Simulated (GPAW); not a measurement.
# NaHF2 (R-3m): G0W0 on several meshes in GPAW

How does the mesh move the gap of NaHF2 (R-3m)?

Calculated with GPAW 26.7.0; LDA and many-body steps on it, plane waves.

## (1) The starting structure

It takes space group R-3m (No. 166, trigonal). Conventional cell: a = 3.474 Å, b = 3.474 Å, c = 13.750 Å, α = 90.00°, β = 90.00°, γ = 120.00°. Nearest to Na lie 6 F at 2.32 Å. Nearest to H lie 2 F at 1.13 Å. F has 1 H at 1.13 Å and 3 Na at 2.32 Å nearest. Farther neighbours and most contacts between anions are not listed.

Coordinates:

```xyz
4
Lattice="1.7370 1.0029 4.5833 -1.7370 1.0029 4.5833 0.0000 -2.0057 4.5833" Properties=species:S:1:pos:R:3 pbc="T T T"
Na    0.0000    0.0000    0.0000
H     0.0000    0.0000    6.8750
F     0.0000    0.0000    5.7420
F     0.0000    0.0000    8.0080
```

The cell and positions come from the Crystallography Open Database and are kept as given unless a step says otherwise.

## (2) Empty states on the mesh, 4×4×4 mesh, 317 bands

This step: GPAW 26.7.0; DFT, LDA, plane waves, PAW.

The sums over transitions need many empty states on a uniform mesh; this step solves for them.

Input file run.py:

```python
import json
import numpy as np
from gpaw.mpi import world
from gpaw import GPAW

calc = GPAW('gs.gpw').fixed_density(kpts={'size': (4, 4, 4), 'gamma': True},
    parallel={'domain': 1, 'band': 1},
    txt='nscf.txt')
calc.diagonalize_full_hamiltonian(nbands=317)
calc.write('full.gpw', mode='all')
res = {}
kpts = calc.get_ibz_k_points()
res['kpts'] = kpts
res['eigenvalues'] = [calc.get_eigenvalues(kpt=k) for k in range(len(kpts))]
res['n_electrons'] = calc.get_number_of_electrons()

if world.rank == 0:
    with open('result.json', 'w') as f:
        json.dump(res, f, default=lambda x: x.tolist())
```

On the command line:

```sh
$ mpirun -n 4 gpaw python run.py
```

Numbers of over 12 decimals in the logs are rounded to 6 here.

Log:

```text
Diagonalizing LCAO Hamiltonian
Converting LCAO to pw mode
convergence criteria:
- Maximum integral of absolute [eigenst]ate change: 4e-08 eV^2 / valence electron
maximum number of iterations: 100

SCF iterations
|iter     |     time |      energy | eigst |  dens |
|iter:   1|  |             | +1.35 |       |
|iter:   2|  |             | +0.24 |       |
|iter:   3|  |             | -0.98 |       |
[...]
|iter:   8|  |             | -6.18 |       |
|iter:   9|  |             | -7.06 |       |
|iter:  10|  |             | -7.90c|       |
SCF steps: 10
  __  _  _
 | _ |_)|_||  |
 |__||  | ||/\| - 26.7.0

Input parameters:
  mode=PW(ecut=600.0),
  convergence={'density': 1e-06, 'bands': -3},
  gpts=array([30, 30, 30]),
  kpts=MonkhorstPack(size=(4, 4, 4), gamma=True),
  maxiter=100,
  nbands=19,
  occupations=Occupations(name='fermi-dirac', width=0.001, fixmagmom=False),
  parallel={'domain': 1, 'band': 1},
  xc=XC(name='LDA')
Matrix size: 1611x1611
# Writing to full.gpw (mode='all')
  [... matrices ...]

timing:  # [seconds]
  Total: 22.837  # ━━━━━━━━━━━━━━━━━━━━━━━━━━━━━━━━━━━━━━━━━━━━━━━━━━━━━━━━━━
```

Run time: 30 s. Hardware: 4 MPI ranks of Arm Neoverse V1, shared host; peak memory 1.6 GiB.

This step gave:

```yaml
gap: 6.595 eV
k_of_the_valence_top: 0.5, 0.5, 0.5
k_of_the_conduction_bottom: 0, 0, 0
least_direct_gap: 6.763 eV
k_points_computed: 13
lowest_point_of_the_top_converged_band_above_the_valence_top: 197.4097 eV
```

On this mesh the gap is 6.595 eV.

## (3) 4×4×4

Now the one-shot GW correction: screening in the RPA, then the self-energy of the levels asked for.

This step: G0W0 on LDA, plane waves, PAW.

Input file run.py:

```python
import json
import numpy as np
from gpaw.mpi import world
from gpaw.response.g0w0 import G0W0

gw = G0W0('full.gpw',
    filename='gw',
    kpts=[0, 12],
    bands=(9, 13),
    ecut=60,
    nbands=50,
    integrate_gamma='WS',
    ppa=True)
gw.calculate()
res = {mode: {k: v for k, v in r.items() if k != 'sigma_eskwn'}
       for mode, r in gw.all_results.items()}

if world.rank == 0:
    with open('result.json', 'w') as f:
        json.dump(res, f, default=lambda x: x.tolist())
```

On the command line:

```sh
$ mpirun -n 4 gpaw python run.py
```

Log:

```text
Using integrator: PointIntegrator
FrequencyGridDescriptor(from 0.000+0.000j to 0.000+27.211j eV, 2 points)
Nonperiodic BCs:  [False False False]
Using integrator: PointIntegrator
FrequencyGridDescriptor(from 0.000+0.000j to 0.000+27.211j eV, 2 points)
Nonperiodic BCs:  [False False False]
  ___  _ _ _
 |   || | | |
 | | || | | |
 |__ ||_____|
 |___|

BZ k-points: Symmetries present (total): 12

  [... matrices ...]
64 k-points: 4 x 4 x 4 Monkhorst-Pack grid + [1/8,1/8,1/8]
13 k-points in the irreducible part of the Brillouin zone
       k-points in crystal coordinates                weights
   0:     0.00000000    0.00000000    0.00000000          1/64
   1:     0.25000000    0.00000000   -0.25000000          6/64
   2:     0.25000000    0.00000000    0.00000000          6/64
   3:     0.25000000    0.25000000   -0.25000000          6/64
   4:     0.25000000    0.25000000    0.00000000          6/64
   5:     0.25000000    0.25000000    0.25000000          2/64
   6:     0.50000000    0.00000000    0.00000000          3/64
   7:     0.50000000    0.25000000   -0.25000000          6/64
   8:     0.50000000    0.25000000    0.00000000         12/64
   9:     0.50000000    0.25000000    0.25000000          6/64
          ...
  12:     0.50000000    0.50000000    0.50000000          1/64

Distributing spins, k-points and bands (1 x 2 x 4) over 4 processes
Number of blocks: 1

Quasi particle states:
k-points (IBZ indices): [0, 12]
Band range: (9, 13)
  [... matrices ...]
Computational parameters:
Plane wave cut-off: 60 eV
Number of bands: 50
Coulomb cutoff: None
Broadening: 0.1 eV

fxc modes: GW
Kernel: RPA
Using Godby-Needs plasmon-pole approximation:
  Fitting energy: i*E0, E0 = 1.000 Hartree
Summing all q:

Calculating screened Coulomb potential
No Coulomb truncation
FrequencyGridDescriptor(from 0.000+0.000j to 0.000+27.211j eV, 2 points)
Removing empty qpoint cache files...

Calculating chi0 body with:
    Ground state adapter containing:
    Number of spins: 1
    Number of kpoints: 64
    Number of irreducible kpoints: 13
    Number of completely occupied states: 11
    Number of partially occupied states: 11
    Occupied states memory: 4.531860 M / cpu

    Linear response parametrization:
    q_c: [0.0, 0.0, 0.0]
    Number of frequency points: 2
    Planewave cutoff: 60.0
    Number of bands: 50
    Number of planewaves: 53
    Broadening (eta): 1e-06
    comm.size: 4
    kncomm.size: 4
    blockcomm.size: 1

    Memory estimate of potentially large arrays:
        chi0_wGG: 0.085724 M / cpu
Integrating chi0 body.

Symmetries of q_c:
    Direct symmetries (Uq -> q): 12
    Indirect symmetries (TUq -> q): 0
In total 12 allowed symmetries.

  [... matrices ...]
13 groups of equivalent kpoints. 79.6875% reduction.

Integral kind: response function
Integrating chi0 head and wings.

Symmetries of q_c:
    Direct symmetries (Uq -> q): 12
    Indirect symmetries (TUq -> q): 0
In total 12 allowed symmetries.

  [... matrices ...]
13 groups of equivalent kpoints. 79.6875% reduction.

Integral kind: response function wings

Calculating chi0 body with:
    Ground state adapter containing:
    Number of spins: 1
    Number of kpoints: 64
    Number of irreducible kpoints: 13
    Number of completely occupied states: 11
    Number of partially occupied states: 11
    Occupied states memory: 4.531860 M / cpu

[... the further q-points ...]

Results:
f:      Occupation numbers
eps:     KS-eigenvalues [eV]
vxc:     KS vxc [eV]
exx:     Exact exchange [eV]
sigma:   Self-energies [eV]
dsigma:  Self-energy derivatives
Z:       Renormalization factors
qp:      QP-energies [eV]

k-point 0 (0): (0.000, 0.000, 0.000)                GW
band       f     eps     vxc     exx   sigma  dsigma       Z      qp
                                                                   GW
   9   1.000  -4.065 -23.480 -31.328   4.397  -0.196   0.836  -6.950
  10   1.000  -3.997 -24.686 -31.603   4.034  -0.185   0.844  -6.430
  11   0.000   2.766  -9.441  -4.885  -2.251  -0.093   0.915   4.875
  12   0.000   9.039  -8.665  -3.548  -2.457  -0.098   0.911  11.462

k-point 1 (12): (0.500, 0.500, 0.500)                GW
band       f     eps     vxc     exx   sigma  dsigma       Z      qp
                                                                   GW
   9   1.000  -3.829 -23.975 -31.777   4.418  -0.195   0.837  -6.661
  10   1.000  -3.829 -23.975 -31.777   4.418  -0.195   0.837  -6.660
  11   0.000   4.497  -8.816  -4.289  -2.187  -0.094   0.914   6.635
  12   0.000   5.629 -11.855  -6.715  -2.269  -0.105   0.905   8.228
```

Run time: 37 s. Hardware: 4 MPI ranks; peak memory 1.5 GiB; 2.4 min of CPU time.

This step gave:

```
G0W0 gap on the points computed              : 11.30 eV
least direct G0W0 gap on the computed points : 11.30 eV
Z at the valence top                         : 0.8439
Z at the conduction bottom                   : 0.9149
starting gap on the mesh                     : 6.595 eV
k of the valence top                         : 0, 0, 0
k of the conduction bottom                   : 0, 0, 0
```

The gap on the mesh goes from 6.60 eV to 11.30 eV, a correction of +4.71 eV.

## (4) Empty states on the mesh, 6×6×6 mesh, 60 bands

This step: DFT, LDA, plane waves, PAW.

Input file run.py:

```python
import json
import numpy as np
from gpaw.mpi import world
from gpaw import GPAW

calc = GPAW('gs.gpw').fixed_density(kpts={'size': (6, 6, 6), 'gamma': True},
    nbands=70,
    convergence={'bands': 60},
    txt='nscf.txt')
calc.write('full.gpw', mode='all')
res = {}
kpts = calc.get_ibz_k_points()
res['kpts'] = kpts
res['eigenvalues'] = [calc.get_eigenvalues(kpt=k) for k in range(len(kpts))]
res['n_electrons'] = calc.get_number_of_electrons()

if world.rank == 0:
    with open('result.json', 'w') as f:
        json.dump(res, f, default=lambda x: x.tolist())
```

On the command line:

```sh
$ mpirun -n 4 gpaw python run.py
```

Log:

```text
Diagonalizing LCAO Hamiltonian
Converting LCAO to pw mode
convergence criteria:
- Maximum integral of absolute [eigenst]ate change: 4e-08 eV^2 / valence electron
maximum number of iterations: 100

SCF iterations
|iter     |     time |      energy | eigst |  dens |
|iter:   1|  |             | +3.95 |       |
|iter:   2|  |             | +2.65 |       |
|iter:   3|  |             | +1.33 |       |
[...]
|iter:  12|  |             | -6.62 |       |
|iter:  13|  |             | -7.05 |       |
|iter:  14|  |             | -7.41c|       |
SCF steps: 14
  __  _  _
 | _ |_)|_||  |
 |__||  | ||/\| - 26.7.0

Input parameters:
  mode=PW(ecut=600.0),
  convergence={'bands': 60},
  gpts=array([30, 30, 30]),
  kpts=MonkhorstPack(size=(6, 6, 6), gamma=True),
  maxiter=100,
  nbands=70,
  occupations=Occupations(name='fermi-dirac', width=0.001, fixmagmom=False),
  parallel={},
  xc=XC(name='LDA')
# Writing to full.gpw (mode='all')
  [... matrices ...]

timing:  # [seconds]
  Total: 0.047  # ━━━━━━━━━━━━━━━━━━━━━━━━━━━━━━━━━━━━━━━━━━━━━━━━━━━━━━━━━━━
```

The job ended after 39 s (4 MPI ranks; peak memory 0.85 GiB).

This step gave:

```
gap                                                           : 6.595 eV
k of the valence top                                          : 0.5, 0.5, 0.5
k of the conduction bottom                                    : 0, 0, 0
least direct gap                                              : 6.763 eV
k points computed                                             : 32
lowest point of the top converged band, above the valence top : 58.3734 eV
```

On this mesh the gap is 6.595 eV.

## (5) 6×6×6

This step: G0W0 on LDA, plane waves, PAW.

Input file run.py:

```python
import json
import numpy as np
from gpaw.mpi import world
from gpaw.response.g0w0 import G0W0

gw = G0W0('full.gpw',
    filename='gw',
    kpts=[0, 31],
    bands=(9, 13),
    ecut=60,
    nbands=50,
    integrate_gamma='WS',
    ppa=True)
gw.calculate()
res = {mode: {k: v for k, v in r.items() if k != 'sigma_eskwn'}
       for mode, r in gw.all_results.items()}

if world.rank == 0:
    with open('result.json', 'w') as f:
        json.dump(res, f, default=lambda x: x.tolist())
```

On the command line:

```sh
$ mpirun -n 4 gpaw python run.py
```

Log:

```text
Using integrator: PointIntegrator
FrequencyGridDescriptor(from 0.000+0.000j to 0.000+27.211j eV, 2 points)
Nonperiodic BCs:  [False False False]
Using integrator: PointIntegrator
FrequencyGridDescriptor(from 0.000+0.000j to 0.000+27.211j eV, 2 points)
Nonperiodic BCs:  [False False False]
  ___  _ _ _
 |   || | | |
 | | || | | |
 |__ ||_____|
 |___|

BZ k-points: Symmetries present (total): 12

  [... matrices ...]
216 k-points: 6 x 6 x 6 Monkhorst-Pack grid + [1/12,1/12,1/12]
32 k-points in the irreducible part of the Brillouin zone
       k-points in crystal coordinates                weights
   0:     0.00000000    0.00000000    0.00000000          1/216
   1:     0.16666667    0.00000000   -0.16666667          6/216
   2:     0.16666667    0.00000000    0.00000000          6/216
[...]
9:     0.33333333    0.00000000    0.00000000          6/216
          ...
  31:     0.50000000    0.50000000    0.50000000          1/216

Distributing spins, k-points and bands (1 x 2 x 4) over 4 processes
Number of blocks: 1

Quasi particle states:
k-points (IBZ indices): [0, 31]
Band range: (9, 13)
  [... matrices ...]
Computational parameters:
Plane wave cut-off: 60 eV
Number of bands: 50
Coulomb cutoff: None
Broadening: 0.1 eV

fxc modes: GW
Kernel: RPA
Using Godby-Needs plasmon-pole approximation:
  Fitting energy: i*E0, E0 = 1.000 Hartree
Summing all q:

Calculating screened Coulomb potential
No Coulomb truncation
FrequencyGridDescriptor(from 0.000+0.000j to 0.000+27.211j eV, 2 points)
Removing empty qpoint cache files...

Calculating chi0 body with:
    Ground state adapter containing:
    Number of spins: 1
    Number of kpoints: 216
    Number of irreducible kpoints: 32
    Number of completely occupied states: 11
[...]
Number of frequency points: 2
    Planewave cutoff: 60.0
    Number of bands: 50
    Number of planewaves: 53
    Broadening (eta): 1e-06
    comm.size: 4
    kncomm.size: 4
    blockcomm.size: 1

    Memory estimate of potentially large arrays:
        chi0_wGG: 0.085724 M / cpu
Integrating chi0 body.

Symmetries of q_c:
    Direct symmetries (Uq -> q): 12
    Indirect symmetries (TUq -> q): 0
In total 12 allowed symmetries.

  [... matrices ...]
32 groups of equivalent kpoints. 85.185185% reduction.

Integral kind: response function
Integrating chi0 head and wings.

Symmetries of q_c:
    Direct symmetries (Uq -> q): 12
    Indirect symmetries (TUq -> q): 0
In total 12 allowed symmetries.

  [... matrices ...]
32 groups of equivalent kpoints. 85.185185% reduction.

Integral kind: response function wings

Calculating chi0 body with:
    Ground state adapter containing:
    Number of spins: 1
    Number of kpoints: 216
    Number of irreducible kpoints: 32
    Number of completely occupied states: 11
    Number of partially occupied states: 11
[... the further q-points ...]

Results:
f:      Occupation numbers
eps:     KS-eigenvalues [eV]
vxc:     KS vxc [eV]
exx:     Exact exchange [eV]
sigma:   Self-energies [eV]
dsigma:  Self-energy derivatives
Z:       Renormalization factors
qp:      QP-energies [eV]

k-point 0 (0): (0.000, 0.000, 0.000)                GW
band       f     eps     vxc     exx   sigma  dsigma       Z      qp
                                                                   GW
   9   1.000  -4.065 -23.480 -31.327   4.402  -0.197   0.835  -6.942
  10   1.000  -3.997 -24.686 -31.603   4.045  -0.186   0.843  -6.418
  11   0.000   2.766  -9.441  -4.889  -2.253  -0.093   0.915   4.869
[...]
k-point 1 (31): (0.500, 0.500, 0.500)                GW
band       f     eps     vxc     exx   sigma  dsigma       Z      qp
                                                                   GW
[...]
11   0.000   4.497  -8.816  -4.290  -2.191  -0.095   0.914   6.630
  12   0.000   5.629 -11.855  -6.717  -2.272  -0.105   0.905   8.223
```

Elapsed: 4.3 min, on 4 MPI ranks; peak memory 2.2 GiB; 17 min of CPU time.

Numbers from this step:

* G0W0 gap on the points computed: 11.29 eV
* least direct G0W0 gap on the computed points: 11.29 eV
* Z at the valence top: 0.8431
* Z at the conduction bottom: 0.9148
* starting gap on the mesh: 6.595 eV
* k of the valence top: 0, 0, 0
* k of the conduction bottom: 0, 0, 0

Against G0W0 in GPAW (4×4×4 mesh, 50 bands, screening to 60 eV, Godby-Needs plasmon pole), the gap moves by −0.018 eV.

## (6) The runs together

Times are wall times on 4 MPI ranks of Arm Neoverse V1, shared host, good to a factor of about two.

```csv
run,mesh,bands,screening cutoff (eV),DFT gap (eV),gap on the mesh (eV),direct (eV),time
4×4×4,4×4×4,50,60,6.595,11.305,11.305,37 s
6×6×6,6×6×6,50,60,6.595,11.287,11.287,4.3 min
```

## (7) Summary of results

```
4×4×4        : 11.305 eV
6×6×6        : 11.287 eV
known limits : not at the basis limit
```

In words: 6×6×6: −0.018 eV against 4×4×4. Bands and cutoff are finite, so the gap is not at the basis limit. The miss can reach some tenths of an eV and take either sign; the mesh is an error of its own. These stock PAW sets were not made for GW. In the G0W0 runs levels were corrected at 2 k points alone, so a gap called «on the mesh» is the least over those, and an edge elsewhere would be missed.

[Paths, hosts, dates, memory and timing lines, banners, echoed tables and standing remarks are left out of the program output.]

[Logs are printed without paths, hosts, clocks, repeated set-up lines and the standing remarks that a program may print on its own settings, such as how far it seeks lower states.]

[Runs of the session that timed out or met a known fault of the program may be left out.]

[Hosts, paths, dates, database ids (printed as entryN), source tags and the programs' standing remarks are cut or masked in the printed files.]
